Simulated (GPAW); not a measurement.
# How Be absorbs and reflects light

Aim: the dielectric function of Be, and the optical constants that follow from it.

Program: GPAW 26.7.0. Level of theory: DFT, PBE, plane-wave PAW (GPAW data sets), scalar-relativistic, RPA, optical limit. Results are calculated unless marked as measured.

Most raw output is cut from this account.

## (1) The starting structure

The structure is hexagonal, space group P6_3/mmc (No. 194). Conventional cell: a = 2.285 Å, b = 2.285 Å, c = 3.584 Å, α = 90.00°, β = 90.00°, γ = 120.00°. Nearest to Be lie 12 Be at 2.23 to 2.29 Å.

## (2) Ground state

First the ground state: is it a metal or has it a gap?

This step: DFT, PBE, plane-wave PAW (GPAW data sets), scalar-relativistic, ground state (GPAW 26.7.0).

Input file gs.py:

```python
from ase import Atoms
from ase.dft.bandgap import bandgap
from gpaw import GPAW, PW, FermiDirac

atoms = Atoms(['Be', 'Be'],
              cell=[[2.285300000000, 0.000000000000, 0.000000000000],
                    [-1.142650000000, 1.979127855300, 0.000000000000],
                    [0.000000000000, 0.000000000000, 3.584200000000]],
              scaled_positions=[[0.666666666700, 0.333333333300, 0.750000000000],
                                [0.333333333300, 0.666666666700, 0.250000000000]],
              pbc=[True, True, True])
atoms.calc = GPAW(mode=PW(500), xc='PBE', kpts={'size': (15, 15, 8), 'gamma': True},
                  occupations=FermiDirac(0.05), maxiter=150, txt='gs.txt')
print('energy (eV)', atoms.get_potential_energy())
print('Fermi level (eV)', atoms.calc.get_fermi_level())
print('valence electrons', atoms.calc.get_number_of_electrons())
print('gap (eV)', bandgap(atoms.calc, output=None)[0])
print('direct gap (eV)', bandgap(atoms.calc, direct=True, output=None)[0])
atoms.calc.write('gs.gpw')
```

Launch:

```
$ OMP_NUM_THREADS=1 python gs.py
```

Run time: 10 s. Hardware: 1 thread of Arm Neoverse V1, shared host; peak memory 0.13 GiB.

Numbers from this step:

| Property | Result |
| --- | --- |
| energy | -7.398 eV |
| Fermi energy | 7.608 eV |
| electrons | 4 |

There are states at the Fermi level within the smearing, so the occupations stay smeared and the carriers get a Drude term.

## (3) Bands for the response

The response needs many more empty bands than the density does.

This step: DFT, PBE, plane-wave PAW (GPAW data sets), scalar-relativistic, bands at fixed density (GPAW 26.7.0).

Input file nscf.py:

```python
from ase.dft.bandgap import bandgap
from gpaw import GPAW, FermiDirac

calc = GPAW('gs.gpw').fixed_density(kpts={'size': (24, 24, 13), 'gamma': True}, nbands=25, convergence={'bands': 19},
                                    occupations=FermiDirac(0.05), txt='nscf.txt')
print('gap (eV)', bandgap(calc, output=None)[0])
print('direct gap (eV)', bandgap(calc, direct=True, output=None)[0])
print('top band over the Fermi level (eV)', min(calc.get_eigenvalues(kpt=k)[18] for k in range(len(calc.get_ibz_k_points()))) - calc.get_fermi_level())
calc.write('full.gpw', mode='all')
```

Launch:

```
$ OMP_NUM_THREADS=1 python nscf.py
```

Run time: 95 s. Hardware: 1 thread; peak memory 0.28 GiB.

## (4) Dielectric function, RPA

Transitions between filled and empty bands, summed over the zone, give the optical response, so mesh, band count and broadening shape it.

The induced potential is part of this response.

This step: DFT, PBE, plane-wave PAW (GPAW data sets), scalar-relativistic, RPA, optical limit (GPAW 26.7.0).

Input file df.py:

```python
from gpaw.response.df import DielectricFunction

df = DielectricFunction('full.gpw', frequencies={'type': 'nonlinear', 'domega0': 0.03, 'omega2': 8},
                        ecut=60,
                        eta=0.2,
                        nbands=19,
                        rate=0.05,
                        txt='df.txt')
for direction in ['x', 'z']:
    df.get_dielectric_function(xc='RPA', direction=direction, filename=f'df_{direction}.csv')
```

Launch:

```
$ OMP_NUM_THREADS=1 python df.py
```

It took 18 s on 1 thread; peak memory 0.17 GiB.

This step gave:

```
centre of weight of the strongest loss peak in the window : 17.91 eV
```

Some rows of df_x.csv (energy; Re and Im without local fields; Re and Im with them):

```text
0.000000, 6898.656196, -0.000000, 6898.272325, -0.000000
0.619237, -23.230783, 8.474861, -23.645307, 8.447435
1.279498, 13.718896, 8.934896, 13.244613, 8.748415
1.984998, 14.316824, 24.047869, 13.955581, 23.583374
2.740552, 5.076312, 14.327770, 4.838900, 13.987505
3.551683, 2.275293, 15.895218, 2.199039, 15.438985
4.424758, -1.741373, 16.720486, -1.457328, 16.272761
5.367152, -7.282897, 9.959814, -7.016008, 9.940355
6.387465, -5.321025, 4.948669, -5.190086, 4.903604
7.495775, -3.738434, 3.373670, -3.614220, 3.354768
8.703980, -2.919607, 2.013234, -2.845327, 2.029717
10.026223, -1.960762, 1.171355, -1.916006, 1.180307
11.479449, -1.215220, 0.751984, -1.182841, 0.757267
13.084136, -0.627686, 0.556498, -0.597841, 0.548546
14.865263, -0.311845, 0.469847, -0.267482, 0.473978
16.853625, -0.059631, 0.292340, -0.036069, 0.306198
19.087623, 0.142248, 0.248602, 0.164390, 0.269547
21.615770, 0.320672, 0.142354, 0.328873, 0.160460
24.500258, 0.460064, 0.106779, 0.461485, 0.126033
27.822136, 0.586068, 0.061913, 0.583005, 0.072681
31.689054, 0.675749, 0.025360, 0.668346, 0.026131
```

The Im ε has structure finer than the step of the table below, so its rows give means over 1 eV, whole bins alone (the curve runs from 0.305 to 35.3 eV). Peaks (eV: height): E ∥ x 2.0: 23.8, 3.3: 18.5.

Sum at mesh points, not converged in k. The Im ε by photon energy; means over each step:

```tsv
photon energy (eV)	E ∥ x	E ∥ z
1	7.64	30.3
2	17.9	18.2
3	15.7	15.8
4	16.1	15.9
5	13.0	14.0
6	6.51	7.89
7	4.07	4.32
8	2.86	3.28
9	1.78	2.02
10	1.23	1.75
11	0.914	1.01
12	0.684	0.753
13	0.549	0.563
14	0.517	0.443
15	0.476	0.441
16	0.371	0.368
17	0.313	0.314
18	0.286	0.306
19	0.261	0.273
20	0.214	0.225
21	0.190	0.212
22	0.170	0.169
23	0.147	0.151
24	0.119	0.135
25	0.104	0.110
26	0.0878	0.105
27	0.0759	0.0838
28	0.0685	0.0790
29	0.0711	0.0653
30	0.0595	0.0569
31	0.0321	0.0416
32	0.0263	0.0266
33	0.0249	0.0183
34	0.0206	0.0166
```

Values under 1 per cm are given as 1; sum at mesh points, not converged in k. Table of absorption coefficient by photon energy:

```tsv
photon energy (eV)	E ∥ x (1/cm)	E ∥ z (1/cm)
1.01	1.0e5	3.2e5
1.99	5.2e5	4.9e5
3.02	6.3e5	6.5e5
3.98	1.1e6	1.1e6
4.98	1.6e6	1.6e6
6.02	1.6e6	1.8e6
6.99	1.6e6	1.6e6
8.03	1.6e6	1.7e6
9.02	1.5e6	1.6e6
10.03	1.5e6	1.6e6
11.03	1.4e6	1.6e6
12.02	1.3e6	1.4e6
13.00	1.1e6	1.4e6
14.04	1.0e6	1.2e6
14.96	9.6e5	1.0e6
16.03	8.5e5	9.5e5
16.96	6.8e5	7.6e5
18.05	6.0e5	6.8e5
18.97	5.3e5	6.2e5
20.06	4.2e5	4.9e5
20.95	3.6e5	4.7e5
22.02	3.2e5	3.5e5
23.01	2.6e5	3.0e5
24.04	2.0e5	2.6e5
24.97	1.8e5	2.0e5
25.94	1.7e5	2.0e5
26.95	1.5e5	1.6e5
28.00	1.3e5	1.6e5
28.92	1.3e5	1.3e5
30.07	1.1e5	1.1e5
31.07	58631	82240
31.90	51481	54103
32.98	49651	35896
34.10	39285	35977
35.03	37647	31637
```

Sum at mesh points, not converged in k. Table of reflectivity at normal incidence by photon energy; read off at these points:

```tsv
photon energy (eV)	E ∥ x (%)	E ∥ z (%)
1.0	25.4	53.7
2.0	51.6	47.6
3.0	42.4	42.4
4.0	48.3	48.7
5.0	56.8	55.4
6.0	59.1	61.9
6.3	61.5	65.3
7.0	57.6	57.6
8.0	58.8	59.0
8.3	60.6	60.9
9.0	60.1	58.8
10.0	59.8	55.4
11.0	56.2	63.4
12.0	52.4	55.9
13.0	47.8	59.4
14.0	39.5	53.8
15.0	33.8	40.6
16.0	33.5	41.3
17.0	25.6	30.8
18.0	19.8	23.2
19.0	14.6	20.5
20.0	11.4	15.6
21.0	8.58	11.8
22.0	6.27	9.02
23.0	5.04	6.43
24.0	4.20	5.55
25.0	3.59	4.10
26.0	2.89	3.51
27.0	2.28	2.86
28.0	1.84	2.41
29.0	1.53	2.08
30.0	1.55	1.74
31.0	1.22	1.49
32.0	0.950	1.27
33.0	0.810	1.03
34.0	0.692	0.838
35.0	0.580	0.705
```

Sum at mesh points, not converged in k. The loss function −Im 1/ε at q → 0 by energy loss; read off at these points:

```tsv
energy loss (eV)	E ∥ x	E ∥ z
2.0	0.0322	0.0454
4.0	0.0576	0.0608
6.0	0.0883	0.0716
8.0	0.139	0.127
10.0	0.231	0.214
12.0	0.485	0.378
14.0	1.23	0.756
16.0	2.31	1.84
17.0	3.30	3.09
18.0	3.23	3.27
19.4	2.77	3.43
20.0	2.16	2.97
22.0	1.08	1.56
24.0	0.532	0.811
26.0	0.327	0.448
28.0	0.208	0.273
30.0	0.159	0.165
32.0	0.0568	0.0619
34.0	0.0389	0.0359
```

The Im ε, E ∥ x has structure finer than the step of the table below, so its rows give means over 1 eV, whole bins alone (the curve runs from 0.305 to 35.3 eV). Peaks (eV: height): without local fields 2.0: 24.3, 3.3: 19.0; with local fields 2.0: 23.8, 3.3: 18.5.

Sum at mesh points, not converged in k. Im ε, E ∥ x against photon energy; means over each step:

```tsv
photon energy (eV)	without local fields	with local fields
1	7.75	7.64
2	18.2	17.9
3	16.1	15.7
4	16.7	16.1
5	13.2	13.0
6	6.56	6.51
7	4.11	4.07
8	2.85	2.86
9	1.77	1.78
10	1.22	1.23
11	0.906	0.914
12	0.681	0.684
13	0.555	0.549
14	0.524	0.517
15	0.466	0.476
16	0.352	0.371
17	0.299	0.313
18	0.268	0.286
19	0.241	0.261
20	0.195	0.214
21	0.170	0.190
22	0.149	0.170
23	0.126	0.147
24	0.101	0.119
25	0.0876	0.104
26	0.0742	0.0878
27	0.0648	0.0759
28	0.0582	0.0685
29	0.0604	0.0711
30	0.0516	0.0595
31	0.0306	0.0321
32	0.0264	0.0263
33	0.0252	0.0249
34	0.0209	0.0206
```

At chosen wavelengths:

```tsv
wavelength (nm)	n x	k x	R (%) x	1/α x	n z	k z	R (%) z	1/α z
1550	1.09	2.533	59.5	49 nm	4.38	4.440	64.0	28 nm
633	4.64	2.484	51.1	20 nm	3.77	2.429	47.4	21 nm
532	3.42	2.612	48.1	16 nm	3.39	2.632	48.2	16 nm
450	3.14	2.205	42.9	16 nm	3.17	2.375	44.9	15 nm
365	3.23	2.729	49.0	11 nm	3.29	2.731	49.1	11 nm
308	3.15	2.712	48.7	9.0 nm	2.97	2.731	48.8	9.0 nm
193	0.98	2.451	60.5	6.3 nm	0.96	2.635	64.3	5.8 nm
```

A polished face would reflect 49 % of daylight and look light grey (CIE x = 0.322, y = 0.341 under D65).

## (5) Results

| Item | Value |
| --- | --- |
| centre of weight of the strongest loss peak in the window, first axis | 17.9 eV |

**Reading.** At this level (PBE, RPA) Be is a metal. The mesh is too coarse to trust the carriers' weight, the reflectivity or the colour to better than tens of per cent. A polished face would reflect 49 % of daylight and look light grey (CIE x = 0.322, y = 0.341 under D65). The carriers' damping of 0.05 eV is typed, not computed; it shapes the response at the lowest energies. The curves end at 35 eV, about where the summed bands run out. GPAW's carrier term has the form −ωp²/(ω + i·rate)², which damps like twice the rate and fails at low energy, so the curves leave the lowest energies out. The sum runs over mesh points 0.13 Å⁻¹ apart with no interpolation, so peaks are partly noise of the mesh, and the Drude plasma energy, a sum over the Fermi surface, isn't converged.

[Machine, clock and banner lines and Python warnings are left out of the logs.]

[Logs are printed without paths, hosts, clocks, repeated set-up lines and the standing remarks that a program may print on its own settings, such as how far it seeks lower states.]

[Hosts, paths, dates, database ids (printed as entryN), source tags and the programs' standing remarks are cut or masked in the printed files.]
